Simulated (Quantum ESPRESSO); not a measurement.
# The valence band of Al2Pt as photoemission sees it, part 21 of 21

Aim: the valence spectrum of Al2Pt from He I to hard X-rays, and which orbitals make each feature.

Quantum ESPRESSO 7.5; DFT, PBEsol, plane waves, ultrasoft GBRV pseudopotentials, scalar-relativistic (the session's first sound run).

So far. Step 17 (Another volume: bands): Of the bands kept, 3 cross the Fermi level on this path. Step 18 (Other settings: self-consistent run: mixing_beta = 0.1 …): Against step 2 (now other mixing), the free energy stays within 0.05 meV an atom. The two runs end at the same energy.

The database entry behind the starting cell differs from later determinations by our own check (0.1 to 0.3 % short, probably kX units), so it need not match the best structure at ambient conditions.

## 22. Other settings: levels for the DOS

This step: DFT, PBEsol, plane waves, ultrasoft GBRV pseudopotentials, scalar-relativistic (Quantum ESPRESSO 7.5).

The levels for the density of states are solved on the fixed potential, without another SCF cycle.

nscf.in

```
&control
  calculation = 'nscf'
  prefix = 'pes'
  outdir = './tmp'
  pseudo_dir = './pp'
  verbosity = 'high'
/
&system
  ibrav = 0
  nat = 3
  ntyp = 2
  ecutwfc = 40.0
  ecutrho = 200.0
  occupations = 'smearing'
  nbnd = 21
  smearing = 'fd'
  degauss = 0.00367
/
&electrons
  conv_thr = 1.8e-08
  mixing_beta = 0.5
  electron_maxstep = 120
  diago_full_acc = .true.
/
ATOMIC_SPECIES
Pt 195.0840 pt_pbesol_v1.4.uspp.F.UPF
Al 26.9815 al_pbesol_v1.uspp.F.UPF
CELL_PARAMETERS angstrom
 0.000000000 2.955000000 2.955000000
 2.955000000 0.000000000 2.955000000
 2.955000000 2.955000000 0.000000000
ATOMIC_POSITIONS crystal
Pt 0.000000000 0.000000000 0.000000000
Al 0.750000000 0.750000000 0.750000000
Al 0.250000000 0.250000000 0.250000000
K_POINTS automatic
16 16 16 0 0 0
```

The run is started by

```
$ OMP_NUM_THREADS=1 mpirun -n 4 pw.x -nk 4 -in nscf.in > nscf.out
```

Output:

```text
[banner, memory and clock lines left out]
Program PWSCF v.7.5 starts

          URL

     Atomic positions and unit cell read from directory:
     ./tmp/pes.save/

     Message from routine setup:
     using ibrav=0 with symmetry is DISCOURAGED, use correct ibrav instead

     G-vector sticks info

     bravais-lattice index     =            0
     lattice parameter (alat)  =       7.8972  a.u.
     unit-cell volume          =     348.2564 (a.u.)^3
     number of atoms/cell      =            3
     number of atomic types    =            2
     number of electrons       =        22.00
     number of Kohn-Sham states=           21
     kinetic-energy cutoff     =      40.0000  Ry
     charge density cutoff     =     200.0000  Ry
     Exchange-correlation= SLA  PW   PSX  PSC
                           (   1   4  10   8   0   0   0)

     celldm(1)=   7.897168  celldm(2)=   0.000000  celldm(3)=   0.000000
     celldm(4)=   0.000000  celldm(5)=   0.000000  celldm(6)=   0.000000

     crystal axes: (cart. coord. in units of alat)
               a(1) = (   0.000000   0.707107   0.707107 )
               a(2) = (   0.707107   0.000000   0.707107 )
               a(3) = (   0.707107   0.707107   0.000000 )

     reciprocal axes: (cart. coord. in units 2 pi/alat)
               b(1) = ( -0.707107  0.707107  0.707107 )
               b(2) = (  0.707107 -0.707107  0.707107 )
               b(3) = (  0.707107  0.707107 -0.707107 )

     PseudoPot. # 1 for Pt read from file:
     ./pp/pt_pbesol_v1.4.uspp.F.UPF
     Pseudo is Ultrasoft + core correction, Zval = 16.0
     Generated by new atomic code, or converted to UPF format
     Using radial grid of  985 points,  6 beta functions with:
                l(1) =   0
                l(2) =   0
                l(3) =   1
                l(4) =   1
                l(5) =   2
                l(6) =   2
     Q(r) pseudized with  8 coefficients,  rinner =    1.300   1.300   1.300
                                                       1.300   1.300

     PseudoPot. # 2 for Al read from file:
     ./pp/al_pbesol_v1.uspp.F.UPF
     Pseudo is Ultrasoft + core correction, Zval =  3.0
     Generated by new atomic code, or converted to UPF format
     Using radial grid of  893 points,  3 beta functions with:
                l(1) =   0
                l(2) =   1
                l(3) =   2
     Q(r) pseudized with  8 coefficients,  rinner =    0.900   0.900   0.900
                                                       0.900   0.900

     atomic species   valence    mass     pseudopotential
     Pt               16.00   195.08400     Pt( 1.00)
     Al                3.00    26.98150     Al( 1.00)

     48 Sym. Ops., with inversion, found

                                    s                        frac. trans.

      isym =  1     identity

 cryst.   s( 1) = (     1          0          0      )
                  (     0          1          0      )
                  (     0          0          1      )

 cart.    s( 1) = (  1.0000000 -0.0000000  0.0000000 )
                  ( -0.0000000  1.0000000  0.0000000 )
                  ( -0.0000000  0.0000000  1.0000000 )

      isym =  2     180 deg rotation - cart. axis [0,0,1]

 cryst.   s( 2) = (     0          1         -1      )
                  (     1          0         -1      )
                  (     0          0         -1      )

 cart.    s( 2) = ( -1.0000000  0.0000000  0.0000000 )
                  (  0.0000000 -1.0000000  0.0000000 )
                  (  0.0000000 -0.0000000  1.0000000 )

      isym =  3     180 deg rotation - cart. axis [0,1,0]

 cryst.   s( 3) = (     0         -1          1      )
                  (     0         -1          0      )
                  (     1         -1          0      )

 cart.    s( 3) = ( -1.0000000 -0.0000000 -0.0000000 )
                  (  0.0000000  1.0000000 -0.0000000 )
                  (  0.0000000  0.0000000 -1.0000000 )

      isym =  4     180 deg rotation - cart. axis [1,0,0]

 cryst.   s( 4) = (    -1          0          0      )
                  (    -1          0          1      )
                  (    -1          1          0      )

 cart.    s( 4) = (  1.0000000  0.0000000 -0.0000000 )
                  ( -0.0000000 -1.0000000 -0.0000000 )
                  ( -0.0000000 -0.0000000 -1.0000000 )

      isym =  5     180 deg rotation - cart. axis [1,1,0]

 cryst.   s( 5) = (    -1          0          1      )
[...]
cart.    s( 5) = ( -0.0000000  1.0000000 -0.0000000 )
[...]
isym =  6     180 deg rotation - cart. axis [1,-1,0]

 cryst.   s( 6) = (     0         -1          0      )
[...]
cart.    s( 6) = (  0.0000000 -1.0000000 -0.0000000 )
[...]
isym =  7      90 deg rotation - cart. axis [0,0,-1]

 cryst.   s( 7) = (     0          1          0      )
[...]
cart.    s( 7) = (  0.0000000  1.0000000  0.0000000 )
[...]
isym =  8      90 deg rotation - cart. axis [0,0,1]

 cryst.   s( 8) = (     1          0         -1      )
[...]
cart.    s( 8) = ( -0.0000000 -1.0000000  0.0000000 )
[...]
isym =  9     180 deg rotation - cart. axis [1,0,1]

 cryst.   s( 9) = (    -1          1          0      )
[...]
cart.    s( 9) = (  0.0000000  0.0000000  1.0000000 )
[...]
isym = 10     180 deg rotation - cart. axis [-1,0,1]

 cryst.   s(10) = (     0          0         -1      )
[...]
cart.    s(10) = ( -0.0000000  0.0000000 -1.0000000 )
[...]
isym = 11      90 deg rotation - cart. axis [0,1,0]

 cryst.   s(11) = (     0          0          1      )
[...]
cart.    s(11) = ( -0.0000000 -0.0000000  1.0000000 )
[...]
isym = 12      90 deg rotation - cart. axis [0,-1,0]

 cryst.   s(12) = (     1         -1          0      )
[...]
cart.    s(12) = (  0.0000000 -0.0000000 -1.0000000 )
[...]
isym = 13     180 deg rotation - cart. axis [0,1,1]

 cryst.   s(13) = (     1          0          0      )
[...]
cart.    s(13) = ( -1.0000000  0.0000000 -0.0000000 )
[...]
isym = 14     180 deg rotation - cart. axis [0,1,-1]

 cryst.   s(14) = (    -1          0          0      )
[...]
cart.    s(14) = ( -1.0000000 -0.0000000  0.0000000 )
[...]
isym = 15      90 deg rotation - cart. axis [-1,0,0]

 cryst.   s(15) = (     0         -1          1      )
[...]
cart.    s(15) = (  1.0000000 -0.0000000 -0.0000000 )
[...]
19.0689  19.0689  19.1834  23.4528  23.4528

     occupation numbers
[...]
0.0000   0.0000   0.0000   0.0000   0.0000

          k = 0.2652 0.2652-0.2652 (  1477 PWs)   bands (ev):

[...]
19.7997  19.7997  19.9523  24.0316  24.0316

     occupation numbers
[...]
0.0000   0.0000   0.0000   0.0000   0.0000

          k = 0.3094 0.3094-0.3094 (  1486 PWs)   bands (ev):

[...]
20.4110  20.4110  20.8486  23.4239  24.1020

     occupation numbers
[...]
0.0000   0.0000   0.0000   0.0000   0.0000

          k =-0.3536-0.3536 0.3536 (  1476 PWs)   bands (ev):

[...]
occupation numbers
[...]
k = 0.0884 0.0000 0.0000 (  1463 PWs)   bands (ev):

[...]
occupation numbers
[...]
k = 0.1326 0.0442-0.0442 (  1457 PWs)   bands (ev):

[...]
occupation numbers
[...]
k = 0.1768 0.0884-0.0884 (  1471 PWs)   bands (ev):

[...]
occupation numbers
[...]
k = 0.2210 0.1326-0.1326 (  1480 PWs)   bands (ev):

[...]
occupation numbers
[...]
k = 0.2652 0.1768-0.1768 (  1479 PWs)   bands (ev):

[...]
occupation numbers
[...]
k = 0.3094 0.2210-0.2210 (  1474 PWs)   bands (ev):

[...]
occupation numbers
[...]
k = 0.3536 0.2652-0.2652 (  1484 PWs)   bands (ev):

[...]
occupation numbers
[...]
k =-0.3094-0.3977 0.3977 (  1485 PWs)   bands (ev):

[...]
k =-0.2652-0.3536 0.3536 (  1487 PWs)   bands (ev):

[...]
k =-0.2210-0.3094 0.3094 (  1487 PWs)   bands (ev):

[...]
k =-0.1768-0.2652 0.2652 (  1479 PWs)   bands (ev):

[...]
k =-0.1326-0.2210 0.2210 (  1484 PWs)   bands (ev):

[...]
k =-0.0884-0.1768 0.1768 (  1479 PWs)   bands (ev):

[...]
k =-0.0442-0.1326 0.1326 (  1467 PWs)   bands (ev):

[...]
k = 0.0000-0.0884 0.0884 (  1462 PWs)   bands (ev):

[...]
k = 0.1768 0.0000 0.0000 (  1459 PWs)   bands (ev):

[...]
k = 0.2210 0.0442-0.0442 (  1479 PWs)   bands (ev):

[...]
k = 0.2652 0.0884-0.0884 (  1475 PWs)   bands (ev):

[...]
k = 0.3094 0.1326-0.1326 (  1477 PWs)   bands (ev):

[...]
k =-0.2652-0.4419 0.4419 (  1483 PWs)   bands (ev):

[...]
k =-0.2210-0.3977 0.3977 (  1492 PWs)   bands (ev):

[...]
k =-0.1768-0.3536 0.3536 (  1488 PWs)   bands (ev):

[...]
k =-0.1326-0.3094 0.3094 (  1483 PWs)   bands (ev):

[...]
k =-0.0884-0.2652 0.2652 (  1481 PWs)   bands (ev):

[...]
k =-0.0442-0.2210 0.2210 (  1489 PWs)   bands (ev):

[...]
k = 0.0000-0.1768 0.1768 (  1478 PWs)   bands (ev):

[...]
k = 0.2652-0.0000 0.0000 (  1479 PWs)   bands (ev):

[...]
k =-0.2210-0.4861 0.4861 (  1485 PWs)   bands (ev):

[...]
k =-0.1768-0.4419 0.4419 (  1490 PWs)   bands (ev):

[...]
k = 0.0000-0.2652 0.2652 (  1492 PWs)   bands (ev):

[...]
k = 0.3536 0.0000 0.0000 (  1491 PWs)   bands (ev):

[...]
k = 0.0000-0.3536 0.3536 (  1478 PWs)   bands (ev):

[...]
k = 0.5303-0.0000 0.0000 (  1487 PWs)   bands (ev):

[...]
k = 0.0000-0.5303 0.5303 (  1494 PWs)   bands (ev):

[...]
k =-0.7071 0.0000 0.0000 (  1524 PWs)   bands (ev):

[...]
k = 0.1768 0.0884 0.0000 (  1477 PWs)   bands (ev):

[...]
k = 0.2652 0.0884 0.0000 (  1481 PWs)   bands (ev):

[...]
k = 0.3536 0.1768-0.0884 (  1487 PWs)   bands (ev):

[...]
k = 0.3977 0.2210-0.1326 (  1487 PWs)   bands (ev):

[...]
k = 0.0000-0.1768 0.2652 (  1480 PWs)   bands (ev):

[...]
k = 0.3536 0.0884-0.0000 (  1485 PWs)   bands (ev):

[...]
k = 0.3977 0.1326-0.0442 (  1486 PWs)   bands (ev):

[...]
k = 0.4419 0.1768-0.0884 (  1480 PWs)   bands (ev):

[...]
k = 0.0000-0.2652 0.3536 (  1492 PWs)   bands (ev):

[...]
k = 0.4419 0.0884 0.0000 (  1479 PWs)   bands (ev):

[...]
k = 0.4861 0.1326-0.0442 (  1487 PWs)   bands (ev):

[...]
k = 0.0000-0.3536 0.4419 (  1490 PWs)   bands (ev):

[...]
k = 0.5303 0.0884 0.0000 (  1490 PWs)   bands (ev):

[...]
k = 0.0000-0.4419 0.5303 (  1489 PWs)   bands (ev):

[...]
k =-0.7071 0.0884 0.0000 (  1494 PWs)   bands (ev):

[...]
k = 0.3536 0.1768 0.0000 (  1490 PWs)   bands (ev):

[...]
k = 0.3977 0.2210-0.0442 (  1489 PWs)   bands (ev):

[...]
k = 0.4419 0.1768-0.0000 (  1488 PWs)   bands (ev):

[...]
k = 0.0000-0.2652 0.4419 (  1493 PWs)   bands (ev):

[...]
k = 0.0000-0.3536 0.5303 (  1502 PWs)   bands (ev):

[...]
k =-0.0884-0.5303 0.7071 (  1498 PWs)   bands (ev):

[...]
occupation numbers
[...]
k =-0.0442-0.4861 0.6629 (  1492 PWs)   bands (ev):

[...]
occupation numbers
[...]
k =-0.0000-0.4419 0.6187 (  1494 PWs)   bands (ev):

[...]
occupation numbers
[...]
k =-0.7071 0.1768-0.0000 (  1492 PWs)   bands (ev):

[...]
occupation numbers
[...]
k =-0.1768-0.4419 0.7071 (  1487 PWs)   bands (ev):

[...]
occupation numbers
[...]
0.0000   0.0000   0.0000   0.0000   0.0000

          k =-0.1326-0.3977 0.6629 (  1492 PWs)   bands (ev):

[...]
19.8060  21.5441  22.8665  23.1070  24.4336

     occupation numbers
[...]
0.0000   0.0000   0.0000   0.0000   0.0000

          k =-0.0884-0.3536 0.6187 (  1494 PWs)   bands (ev):

[...]
19.9541  21.5374  23.2459  23.7107  23.9527

     occupation numbers
     1.0000   1.0000   1.0000   1.0000   1.0000   1.0000   1.0000   1.0000
     1.0000   1.0000   1.0000   1.0000   0.0000   0.0000   0.0000   0.0000
     0.0000   0.0000   0.0000   0.0000   0.0000

          k =-0.0884-0.4419 0.7071 (  1482 PWs)   bands (ev):

   -42.1664 -42.1657 -42.1651   4.4121   4.9796   5.7818   6.4519   7.1135
     7.4829   8.0687   8.7902  10.2262  15.4273  15.9802  16.9631  18.8640
    20.4782  22.1559  22.5037  24.0503  24.0843

     occupation numbers
     1.0000   1.0000   1.0000   1.0000   1.0000   1.0000   1.0000   1.0000
     1.0000   1.0000   1.0000   1.0000   0.0000   0.0000   0.0000   0.0000
     0.0000   0.0000   0.0000   0.0000   0.0000

          k =-0.0442-0.3977 0.6629 (  1491 PWs)   bands (ev):

   -42.1663 -42.1659 -42.1652   4.7510   4.9843   5.6817   6.0976   7.1581
     7.6446   8.0713   8.5415  10.1807  15.6402  16.5005  16.8529  18.0267
    20.6140  22.3787  23.1698  23.6462  23.8689

     occupatio
```

The job ended after 10 s (4 MPI ranks of Arm Neoverse V1, shared host; 42 s of CPU time).

The run finished; it serves as a test, and its numbers are not taken as the result.

## 23. Results

```
least gap on the mesh and the path                           : under 0.05 eV or none
strongest listed peak within 13 eV of the zero, at 1486.7 eV : 3.7 eV binding, mostly Pt 5d
strongest listed peak within 13 eV of the zero, at 21.2 eV   : 3.7 eV binding, mostly Pt 5d
Pt 5d centre of the filled part                              : -4.11 eV (9.1 states an atom)
PBEsol                                                       : no clear gap, highest Al Kα peak within 13 eV at 3.7 eV (Pt 5d)
spin–orbit                                                   : no clear gap, highest Al Kα peak within 13 eV at 4.1 eV (Pt 5d)
LDA                                                          : no clear gap, highest Al Kα peak within 13 eV at 3.7 eV (Pt 5d)
volume × 0.96                                                : no clear gap, highest Al Kα peak within 13 eV at 3.8 eV (Pt 5d)
other settings                                               : no clear gap, highest Al Kα peak within 13 eV at 3.7 eV (Pt 5d)
```

In words: Al2Pt is without a gap at the base level, and its valence spectrum changes with photon energy as the shells' cross sections do. At 21.2 eV the valence spectrum has its highest listed peak within 10.8 eV at 3.7 eV (Pt 5d). At 1486.7 eV the valence spectrum has its highest listed peak within 11.6 eV at 3.7 eV (Pt 5d). The shell named is the one with most of the intensity, cross sections included, not always the one with most states there. At 21.2 eV the area is led by Pt 5d (95 %), at 5414.7 eV by Pt 5d (94 %). Kohn–Sham levels aren't quasiparticle energies, so peak positions are approximate. Each run has its own recipe for the spectra (widths, photon energies, in some runs the light), so peak heights and places can differ between runs for that reason too. Runs of this task that aren't shown: a run on the same cell and settings as one shown (Quantum ESPRESSO).

[Logs are printed without paths, hosts, clocks, repeated set-up lines and the standing remarks that a program may print on its own settings, such as how far it seeks lower states.]

[Hosts, paths, dates, database ids (printed as entryN), source tags and the programs' standing remarks are cut or masked in the printed files.]

[Maps of the electrostatic potential energy from Ansatz leave out the sawtooth potential of an applied field or a dipole correction, so their vacuum need not be flat; work functions include it.]

[Peak lists hold at most the 14 tallest peaks of each spectrum; further lines can be left out.]
